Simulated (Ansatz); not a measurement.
# Work function of Au(111): what the settings cost and change, part 2 of 2

Aim: the work function of Au(111) against thickness and vacuum, with the cost.

Ansatz 0.2.0; plane-wave DFT, PBE, Ansatz PAW.

So far, work function, upper face (eV): step 2 (slab, setting 1 layer) 5.41; step 4 (slab, 3 atoms) 5.19; step 5 (run, 4 atoms) 5.18; step 6 (run, 5 atoms) 5.18; step 7 (slab, 6 atoms) 5.12.

### Step 8. Run, 8 atoms

System of this step: Au(111). The cell holds 8 atoms: 8 Au. Cell: a = 2.885 Å, b = 2.885 Å, c = 34.489 Å, α = 90.0°, β = 90.0°, γ = 60.0°. Vacuum lies along c.

The input, input.yaml:

```yaml
crystal:
  lattice:
    - [2.8849956672, 0.0, 0.0]
    - [1.4424978336, 2.4984795376, 0.0]
    - [0.0, 0.0, 34.4891236881]
  atoms:
    - { symbol: Au, position: [0.6666666667, 0.6666666667, 0.2609518317] }
    - { symbol: Au, position: [0.0, 0.0, 0.3292513084] }
    - { symbol: Au, position: [0.3333333333, 0.3333333333, 0.397550785] }
    - { symbol: Au, position: [0.6666666667, 0.6666666667, 0.4658502617] }
    - { symbol: Au, position: [0.0, 0.0, 0.5341497383] }
    - { symbol: Au, position: [0.3333333333, 0.3333333333, 0.602449215] }
    - { symbol: Au, position: [0.6666666667, 0.6666666667, 0.6707486916] }
    - { symbol: Au, position: [0.0, 0.0, 0.7390481683] }
kpoints:
  mp_grid: { grid: [16, 16, 1] }
hamiltonian:
  xc: pbe
scf:
  occupations: { method: fermi_dirac, width: 0.1 }
  convergence: { dr2_threshold: 1.0e-09 }
efield:
  axis: 3
  dipole_correction: true
  ramp_position: 0.97
  ramp_width: 0.06
output:
  write_potential: true
  write_density: true
  volumetric_format: npy
```

Command:

```
ansatz run input.yaml --threads 2 --pin off --max-ram 3072MiB --backend cpu --events-out ev --progress --plain --runs-dir out
```

Log:

```text
[...]
Crystal: 8 atoms, lattice volume = 248.601 Å³
Basis set: ecut = 420 eV, 4867 PW (Γ)
Bands: 92, of which v1, the nominal top of the filled ones, is band 76 counted from 1 (75 counted from 0)
Symmetry: 6 space group operations
k-points: 30 of 256 (time reversal used)
[...]
k-point 1: bands = [... 72 lower, 6.4721, 6.6546, 6.6777, 6.8654, 6.9101, 7.0123, 7.4719, 8.7280, ... 12 higher]
  k-point 2: bands = [... 72 lower, 6.3539, 6.6626, 6.6670, 6.9221, 7.0311, 7.2771, 8.1587, 9.3954, ... 12 higher]
  k-point 29: bands = [... 72 lower, 10.8347, 11.2154, 11.7654, 11.9808, 11.9941, 12.2621, 12.3695, 12.5353, ... 12 higher]
[key lines of the parts left out:]
SCF converged after 10 iterations
Free energy (F): -105193.875643 eV
Fermi energy:    9.012191 eV
Dipole field:    D = 0.000000 V/Å  (p = 0.000000 e·Å, saw-weighted, corrected)
Work function:   Φ+ = 5.1088 eV   Φ− = 5.1088 eV
```

It took 54 s on 2 threads of Intel Xeon 6975P-C (Granite Rapids), shared host; peak memory 1 GiB; 1.7 min of CPU time.

The work function is 5.109 eV, -0.010 eV from the run “6 layers”, at 1.7 times its CPU time.

### Step 9. Run, 10 atoms

System of this step: Au(111). The cell holds 10 atoms: 10 Au. Its edges and angles: a = 2.885 Å, b = 2.885 Å, c = 39.200 Å, α = 90.0°, β = 90.0°, γ = 60.0°. Vacuum lies along c.

input.yaml, the sections that differ from step 8:

```yaml
crystal:
  lattice:
    - [2.8849956672, 0.0, 0.0]
    - [1.4424978336, 2.4984795376, 0.0]
    - [0.0, 0.0, 39.2003018846]
  atoms:
    - { symbol: Au, position: [0.0, 0.0, 0.2295900686] }
    - { symbol: Au, position: [0.3333333333, 0.3333333333, 0.2896811645] }
    - { symbol: Au, position: [0.6666666667, 0.6666666667, 0.3497722603] }
    - { symbol: Au, position: [0.0, 0.0, 0.4098633562] }
    - { symbol: Au, position: [0.3333333333, 0.3333333333, 0.4699544521] }
    - { symbol: Au, position: [0.6666666667, 0.6666666667, 0.5300455479] }
    - { symbol: Au, position: [0.0, 0.0, 0.5901366438] }
    - { symbol: Au, position: [0.3333333333, 0.3333333333, 0.6502277397] }
    - { symbol: Au, position: [0.6666666667, 0.6666666667, 0.7103188355] }
    - { symbol: Au, position: [0.0, 0.0, 0.7704099314] }
# kpoints, hamiltonian, scf, efield, output: as in step 8
```

Log:

```text
[...]
Crystal: 10 atoms, lattice volume = 282.560 Å³
Basis set: ecut = 420 eV, 5519 PW (Γ)
Bands: 114, of which v1, the nominal top of the filled ones, is band 95 counted from 1 (94 counted from 0)
Symmetry: 6 space group operations
k-points: 30 of 256 (time reversal used)
[...]
k-point 1: bands = [... 91 lower, 7.9413, 8.0321, 8.1808, 8.1856, 8.3595, 8.4234, 8.5140, 9.1797, ... 15 higher]
  k-point 2: bands = [... 91 lower, 7.9513, 8.0272, 8.1927, 8.3741, 8.4430, 8.4939, 9.1168, 9.9377, ... 15 higher]
  k-point 29: bands = [... 91 lower, 12.4542, 12.8479, 13.3228, 13.3448, 13.3586, 13.5891, 13.6241, 13.8468, ... 15 higher]
[key lines of the parts left out:]
SCF converged after 10 iterations
Free energy (F): -131492.477315 eV
Fermi energy:    10.409259 eV
Dipole field:    D = -0.000000 V/Å  (p = -0.000001 e·Å, saw-weighted, corrected)
Work function:   Φ+ = 5.1312 eV   Φ− = 5.1312 eV
```

Elapsed: 89 s, on 2 threads; peak memory 1.3 GiB.

The work function is 5.131 eV, +0.022 eV from the run “8 layers”, at 1.7 times its CPU time.

### Step 10. Slab, 13 atoms

System of this step: Au(111). The cell holds 13 atoms: 13 Au. Its edges and angles: a = 2.885 Å, b = 2.885 Å, c = 46.267 Å, α = 90.0°, β = 90.0°, γ = 60.0°. Vacuum lies along c.

input.yaml, the sections that differ from step 9:

```yaml
crystal:
  lattice:
    - [2.8849956672, 0.0, 0.0]
    - [1.4424978336, 2.4984795376, 0.0]
    - [0.0, 0.0, 46.2670691795]
  atoms:
    - { symbol: Au, position: [0.0, 0.0, 0.1945228034] }
    - { symbol: Au, position: [0.3333333333, 0.3333333333, 0.2454356695] }
    - { symbol: Au, position: [0.6666666667, 0.6666666667, 0.2963485356] }
    - { symbol: Au, position: [0.0, 0.0, 0.3472614017] }
    - { symbol: Au, position: [0.3333333333, 0.3333333333, 0.3981742678] }
    - { symbol: Au, position: [0.6666666667, 0.6666666667, 0.4490871339] }
    - { symbol: Au, position: [0.0, 0.0, 0.5] }
    - { symbol: Au, position: [0.3333333333, 0.3333333333, 0.5509128661] }
    - { symbol: Au, position: [0.6666666667, 0.6666666667, 0.6018257322] }
    - { symbol: Au, position: [0.0, 0.0, 0.6527385983] }
    - { symbol: Au, position: [0.3333333333, 0.3333333333, 0.7036514644] }
    - { symbol: Au, position: [0.6666666667, 0.6666666667, 0.7545643305] }
    - { symbol: Au, position: [0.0, 0.0, 0.8054771966] }
# kpoints, hamiltonian, scf, efield, output: as in step 9
```

Log:

```text
[...]
Crystal: 13 atoms, lattice volume = 333.498 Å³
Basis set: ecut = 420 eV, 6503 PW (Γ)
Bands: 149, of which v1, the nominal top of the filled ones, is band 124 counted from 1 (123 counted from 0)
Symmetry: 6 space group operations
k-points: 30 of 256 (time reversal used)
[...]
k-point 1: bands = [... 120 lower, 9.6296, 9.6936, 9.7563, 9.8568, 9.9685, 10.0050, 10.0053, 10.4396, ... 21 higher]
  k-point 2: bands = [... 120 lower, 9.7070, 9.7210, 9.8722, 9.9853, 10.0254, 10.1107, 10.5886, 11.1752, ... 21 higher]
  k-point 29: bands = [... 120 lower, 14.4831, 14.8742, 14.8834, 14.8845, 15.0615, 15.0646, 15.2035, 15.3111, ... 21 higher]
[key lines of the parts left out:]
SCF converged after 10 iterations
Free energy (F): -170940.401215 eV
Fermi energy:    11.982190 eV
Dipole field:    D = 0.000000 V/Å  (p = 0.000000 e·Å, saw-weighted, corrected)
Work function:   Φ+ = 5.1426 eV   Φ− = 5.1425 eV
```

Wall time 2.5 min (2 threads); peak memory 1.9 GiB.

The work function is 5.143 eV, +0.011 eV from the run “10 layers”, at 1.7 times its CPU time.

### Step 11. Slab, 7 atoms

System of this step: Au(111). The cell holds 7 atoms: 7 Au. Cell: a = 2.885 Å, b = 2.885 Å, c = 24.134 Å, α = 90.0°, β = 90.0°, γ = 60.0°. Vacuum lies along c.

input.yaml, the sections that differ from step 10:

```yaml
crystal:
  lattice:
    - [2.8849956672, 0.0, 0.0]
    - [1.4424978336, 2.4984795376, 0.0]
    - [0.0, 0.0, 24.1335345898]
  atoms:
    - { symbol: Au, position: [0.0, 0.0, 0.2071805927] }
    - { symbol: Au, position: [0.3333333333, 0.3333333333, 0.3047870618] }
    - { symbol: Au, position: [0.6666666667, 0.6666666667, 0.4023935309] }
    - { symbol: Au, position: [0.0, 0.0, 0.5] }
    - { symbol: Au, position: [0.3333333333, 0.3333333333, 0.5976064691] }
    - { symbol: Au, position: [0.6666666667, 0.6666666667, 0.6952129382] }
    - { symbol: Au, position: [0.0, 0.0, 0.7928194073] }
# kpoints, hamiltonian, scf, efield, output: as in step 10
```

Log:

```text
[...]
Crystal: 7 atoms, lattice volume = 173.957 Å³
Basis set: ecut = 420 eV, 3417 PW (Γ)
Bands: 80, of which v1, the nominal top of the filled ones, is band 67 counted from 1 (66 counted from 0)
Symmetry: 6 space group operations
k-points: 30 of 256 (time reversal used)
[...]
k-point 1: bands = [... 63 lower, 10.1050, 10.1686, 10.2963, 10.4138, 10.5412, 10.8220, 12.1658, 12.7645, ... 9 higher]
  k-point 2: bands = [... 63 lower, 9.9963, 10.1098, 10.4229, 10.5493, 10.5589, 11.4515, 12.8023, 13.6559, ... 9 higher]
  k-point 29: bands = [... 63 lower, 14.4009, 14.8757, 15.5267, 15.5497, 15.5598, 15.9852, 16.0252, 16.8049, ... 9 higher]
[key lines of the parts left out:]
SCF converged after 10 iterations
Free energy (F): -92044.560598 eV
Fermi energy:    12.489485 eV
Dipole field:    D = -0.000000 V/Å  (p = -0.000000 e·Å, saw-weighted, corrected)
Work function:   Φ+ = 5.1606 eV (in doubt: plateau slope 2.4e-2 eV/Å)   Φ− = 5.1618 eV (in doubt: plateau slope 1.6e-2 eV/Å)
```

Wall time 31 s (2 threads); peak memory 0.73 GiB; 60 s of CPU time.

The work function is 5.161 eV. The program marks this work function as in doubt.

### Step 12. Run, 7 atoms

The cell differs from the one that the last finished run ended in (c 24.134 → 28.134 Å).

input.yaml, the sections that differ from step 11:

```yaml
crystal:
  lattice:
    - [2.8849956672, 0.0, 0.0]
    - [1.4424978336, 2.4984795376, 0.0]
    - [0.0, 0.0, 28.1335345898]
  atoms:
    - { symbol: Au, position: [0.0, 0.0, 0.2488133859] }
    - { symbol: Au, position: [0.3333333333, 0.3333333333, 0.3325422573] }
    - { symbol: Au, position: [0.6666666667, 0.6666666667, 0.4162711286] }
    - { symbol: Au, position: [0.0, 0.0, 0.5] }
    - { symbol: Au, position: [0.3333333333, 0.3333333333, 0.5837288714] }
    - { symbol: Au, position: [0.6666666667, 0.6666666667, 0.6674577427] }
    - { symbol: Au, position: [0.0, 0.0, 0.7511866141] }
# kpoints, hamiltonian, scf, efield, output: as in step 11
```

Log:

```text
[...]
Crystal: 7 atoms, lattice volume = 202.789 Å³
Basis set: ecut = 420 eV, 3959 PW (Γ)
Bands: 80, of which v1, the nominal top of the filled ones, is band 67 counted from 1 (66 counted from 0)
Symmetry: 6 space group operations
k-points: 30 of 256 (time reversal used)
[...]
k-point 1: bands = [... 63 lower, 7.5951, 7.6588, 7.7865, 7.9039, 8.0313, 8.3120, 9.6573, 10.2527, ... 9 higher]
  k-point 2: bands = [... 63 lower, 7.4864, 7.5999, 7.9131, 8.0395, 8.0490, 8.9414, 10.2939, 11.1436, ... 9 higher]
  k-point 29: bands = [... 63 lower, 11.8910, 12.3658, 13.0169, 13.0399, 13.0500, 13.4753, 13.5154, 14.2950, ... 9 higher]
[key lines of the parts left out:]
SCF converged after 10 iterations
Free energy (F): -92044.560590 eV
Fermi energy:    9.979631 eV
Dipole field:    D = -0.000000 V/Å  (p = -0.000000 e·Å, saw-weighted, corrected)
Work function:   Φ+ = 5.1637 eV   Φ− = 5.1637 eV
```

The job ended after 32 s (2 threads; peak memory 0.82 GiB; 62 s of CPU time).

The work function is 5.164 eV, +0.003 eV from the run “7 layers, 10 Å of vacuum”, at 1.0 times its CPU time.

### Step 13. Slab, 7 atoms (run 2)

The cell differs from the one that the last finished run ended in (c 28.134 → 40.134 Å).

input.yaml, the sections that differ from step 12:

```yaml
crystal:
  lattice:
    - [2.8849956672, 0.0, 0.0]
    - [1.4424978336, 2.4984795376, 0.0]
    - [0.0, 0.0, 40.1335345898]
  atoms:
    - { symbol: Au, position: [0.0, 0.0, 0.3239186414] }
    - { symbol: Au, position: [0.3333333333, 0.3333333333, 0.3826124276] }
    - { symbol: Au, position: [0.6666666667, 0.6666666667, 0.4413062138] }
    - { symbol: Au, position: [0.0, 0.0, 0.5] }
    - { symbol: Au, position: [0.3333333333, 0.3333333333, 0.5586937862] }
    - { symbol: Au, position: [0.6666666667, 0.6666666667, 0.6173875724] }
    - { symbol: Au, position: [0.0, 0.0, 0.6760813586] }
# kpoints, hamiltonian, scf, efield, output: as in step 12
```

Log:

```text
[...]
Crystal: 7 atoms, lattice volume = 289.287 Å³
Basis set: ecut = 420 eV, 5643 PW (Γ)
Bands: 80, of which v1, the nominal top of the filled ones, is band 67 counted from 1 (66 counted from 0)
Symmetry: 6 space group operations
k-points: 30 of 256 (time reversal used)
[...]
k-point 0: bands = [... 63 lower, 3.0647, 3.0647, 3.3725, 3.3725, 3.4970, 3.4970, 4.8136, 5.3139, ... 9 higher]
  k-point 1: bands = [... 63 lower, 3.0674, 3.1310, 3.2587, 3.3761, 3.5035, 3.7842, 5.1296, 5.7249, ... 9 higher]
  k-point 2: bands = [... 63 lower, 2.9586, 3.0721, 3.3853, 3.5117, 3.5212, 4.4136, 5.7661, 6.6158, ... 9 higher]
  k-point 29: bands = [... 63 lower, 7.3632, 7.8380, 8.4891, 8.5121, 8.5222, 8.9475, 8.9876, 9.7672, ... 9 higher]
[key lines of the parts left out:]
SCF converged after 10 iterations
Free energy (F): -92044.560581 eV
Fermi energy:    5.451842 eV
Dipole field:    D = -0.000001 V/Å  (p = -0.000001 e·Å, saw-weighted, corrected)
Work function:   Φ+ = 5.1636 eV   Φ− = 5.1635 eV
```

It took 50 s on 2 threads; peak memory 1 GiB.

The work function is 5.164 eV, -0.000 eV from the run “7 layers, 14 Å of vacuum”, at 1.6 times its CPU time.

### Step 14. Side by side

Times are for 2 threads of Intel Xeon 6975P-C (Granite Rapids), shared host. The series side by side:

| no. | setting | work function, upper face (eV) | time | memory (GiB) |
| --- | --- | --- | --- | --- |
| 1 | 1 layer | 5.414 | 4.3 s | 0.44 |
| 2 | 2 layers | 5.361 | 8 s | 0.42 |
| 3 | 3 layers | 5.193 | 14 s | 0.52 |
| 4 | 4 layers | 5.182 | 17 s | 0.58 |
| 5 | 5 layers | 5.175 | 27 s | 0.65 |
| 6 | 6 layers | 5.118 | 33 s | 0.78 |
| 7 | 8 layers | 5.109 | 54 s | 1.0 |
| 8 | 10 layers | 5.131 | 89 s | 1.3 |
| 9 | 13 layers | 5.143 | 2.5 min | 1.9 |
| 10 | 7 layers, 10 Å of vacuum | 5.161 | 31 s | 0.73 |
| 11 | 7 layers, 14 Å of vacuum | 5.164 | 32 s | 0.82 |
| 12 | 7 layers, 26 Å of vacuum | 5.164 | 50 s | 1.0 |

### Step 15. The same run with other settings

System of this step: Au(111) monolayer. The cell holds 1 atom: 1 Au. Its edges and angles: a = 2.885 Å, b = 2.885 Å, c = 18.000 Å, α = 90.0°, β = 90.0°, γ = 60.0°. Vacuum lies along c.

An input spoilt on purpose, to show how the run answers: it repeats the earlier run “1 layer” with efield.axis from 3 to 2, and scf.max_iter set to 60; its output block differs too.

input.yaml, the sections that differ from step 13:

```yaml
crystal:
  lattice:
    - [2.8849956672, 0.0, 0.0]
    - [1.4424978336, 2.4984795376, 0.0]
    - [0.0, 0.0, 18.0]
  atoms:
    - { symbol: Au, position: [0.6666666667, 0.6666666667, 0.5] }
scf:
  occupations: { method: fermi_dirac, width: 0.1 }
  convergence: { dr2_threshold: 1.0e-09 }
  max_iter: 60
efield:
  axis: 2
  dipole_correction: true
  ramp_position: 0.97
  ramp_width: 0.06
# kpoints, hamiltonian, output: as in step 13
```

Log:

```text
[...]
Crystal: 1 atoms, lattice volume = 129.746 Å³
Basis set: ecut = 420 eV, 2545 PW (Γ)
Bands: 14, of which v1, the nominal top of the filled ones, is band 10 counted from 1 (9 counted from 0)
Symmetry: 4 space group operations
k-points: 73 of 256 (time reversal used)
[...]
SCF iter   1: F=—  HF=-13146.809679 eV  |F-HF|=—  |Δ(HF+E_count)|=         —  Δρ=1.77e-2  dr2=4.56e-1  ethr=1.77e-3  p=1.968 e·Å  D=2.74e0 V/Å  ΔV_dip=-6.86 eV  dr2_dipole=1.10e-1  V_vac-E_F(+/−)=1.90/6.69 eV  ⟨swp⟩=6.2  Hψ=6029  notcnv=0
[...]
SCF iter   8: F=-13146.605179 eV  HF=-13146.605179 eV  |F-HF|=1.13e-10  |Δ(HF+E_count)|=   2.56e-9  Δρ=2.77e-7  dr2=3.49e-11  ethr=5.26e-12  p=1.712 e·Å  D=2.39e0 V/Å  ΔV_dip=-5.97 eV  dr2_dipole=1.72e-14  V_vac-E_F(+/−)=1.73/5.96 eV  ⟨swp⟩=6.6  Hψ=4041  notcnv=0
[...]
SCF 1 converged in 8 iterations: F = -13146.605179 eV  dr2 = 3.49e-11
[...]
SCF converged after 8 iterations
Free energy (F): -13146.605179 eV
[...]
Internal energy: -13146.600861 eV  (E = F + TS)
E sigma→0 (E₀):  -13146.603020 eV
Entropy (-TS):   -0.004318 eV (-4.318 meV/atom)
Fermi energy:    -2.187295 eV
Dipole field:    D = 2.388140 V/Å  (p = 1.712346 e·Å, saw-weighted, corrected)
Work function:   Φ+ = 1.7308 eV (in doubt: plateau slope 4.8e0 eV/Å)   Φ− = 5.9595 eV (in doubt: plateau slope 5.8e0 eV/Å)
[...]
--- Band table (eV; the first three rows and the last of 73) ---
  k-point 0: bands = [... 6 lower, -5.5657, -5.2441, -4.1337, -4.0657, -0.5043, 2.9366, 3.5819, 3.7530]
  k-point 1: bands = [... 6 lower, -5.5740, -5.2137, -4.1863, -4.1492, -0.3301, 3.0268, 3.6806, 3.8431]
  k-point 2: bands = [... 6 lower, -5.3617, -5.1204, -4.4861, -4.1930, 0.1349, 3.2973, 3.9748, 4.1133]
  k-point 72: bands = [... 6 lower, -5.1256, -4.8485, -4.4562, -0.6113, 4.8687, 4.9852, 7.3344, 8.1624]
```

It took 9.1 s on 2 threads; peak memory 0.53 GiB.

The field now lies along an axis in the plane, so the dipole that the program prints is another component and can't be set beside the earlier one.

With this change the program also warns of density in the ramp of the sawtooth; these numbers are not the system's.

### Step 16. What came out

| Property | Result |
| --- | --- |
| work function, 1 layer | 5.414 eV |
| work function, 6 layers | 5.118 eV |
| work function, 8 layers | 5.109 eV |
| work function, 13 layers | 5.143 eV |

The thickest slab gives 5.14 eV, and the settings tried spread the value from 5.11 to 5.41 eV. At 18 Å of vacuum, the slabs from 4 layers on stay within 0.04 eV of the thickest. Going from 10 to 26 Å of vacuum moves it by 0.003 eV. The program marks the value as in doubt in “7 layers, 10 Å of vacuum”. A compiled measured value is 5.33 eV (arxiv:1702.08515, 2017), but the real face reconstructs and these slabs don't, so it is no test of the method. The ladder's slabs use the tabulated experimental lattice constant (two decimals; a low-temperature value for the alkali metals). In 1 run of the series (7 layers, 10 Å of vacuum) the program warns that electrons reach the sawtooth's ramp, which makes dipole and work function less sure.

[Long decimals in the printed logs are rounded to 6 places.]

[Logs are printed without paths, hosts, clocks, repeated set-up lines and the standing remarks that a program may print on its own settings, such as how far it seeks lower states.]

[Hosts, paths, dates, database ids (printed as entryN), source tags and the programs' standing remarks are cut or masked in the printed files.]

[Maps of the electrostatic potential energy from Ansatz leave out the sawtooth potential of an applied field or a dipole correction, so their vacuum need not be flat; planar profiles and work functions include it.]
